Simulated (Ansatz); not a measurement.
The compound is NbTe2 (P-3m1).

```yaml
crystal:
  lattice:
    - [-2.63077, 0.00000, -2.63077]
    - [2.63077, -2.63077, 0.00000]
    - [-4.12705, -4.12705, 4.12705]
  atoms:
    - { symbol: Nb, position: [0.00000, 0.00000, 0.00000] }
    - { symbol: Te, position: [0.66667, 0.33333, 0.74563] }
    - { symbol: Te, position: [0.33333, 0.66667, 0.25437] }
```

The cell and positions are those that the Materials Project relaxed with its own functionals (PBE, PBE+U or r2SCAN), kept fixed. Spin-orbit coupling is left out unless a run names it. PAW set soft_2, made with PBE.

A constrained-RPA run (Ansatz 0.2.0; non-magnetic LDA; Nb t2g + anion p, bands v7 to c2, 6×6×2 mesh, medium accuracy) builds 9 functions on bands 7.2 eV wide, with 13.0 electrons in the window. The bare on-site interaction is 11.7 eV and the bare J 0.45 eV.

Q: What U and J survive the screening?

On the Nb t2g shell, U = 3.02 eV (26 % of the bare value), U′ = 2.32 eV, J = 0.33 eV.

The parent state is non-magnetic and the interaction static (zero frequency); U depends on the window and the orbitals, so it belongs to this model alone. A window that holds the anion p bands defines a model with explicit ligands; its U belongs to that model and is not the U of DFT+U.

[Paths, hosts, dates, memory and timing lines, banners, echoed tables and standing remarks are left out of the program output.]

[Logs are printed without paths, hosts, clocks, repeated set-up lines and the standing remarks that a program may print on its own settings, such as how far it seeks lower states.]

[Runs of the session that timed out or met a known fault of the program may be left out.]

[Hosts, paths, dates, database ids (printed as entryN), source tags and the programs' standing remarks are cut or masked in the printed files.]
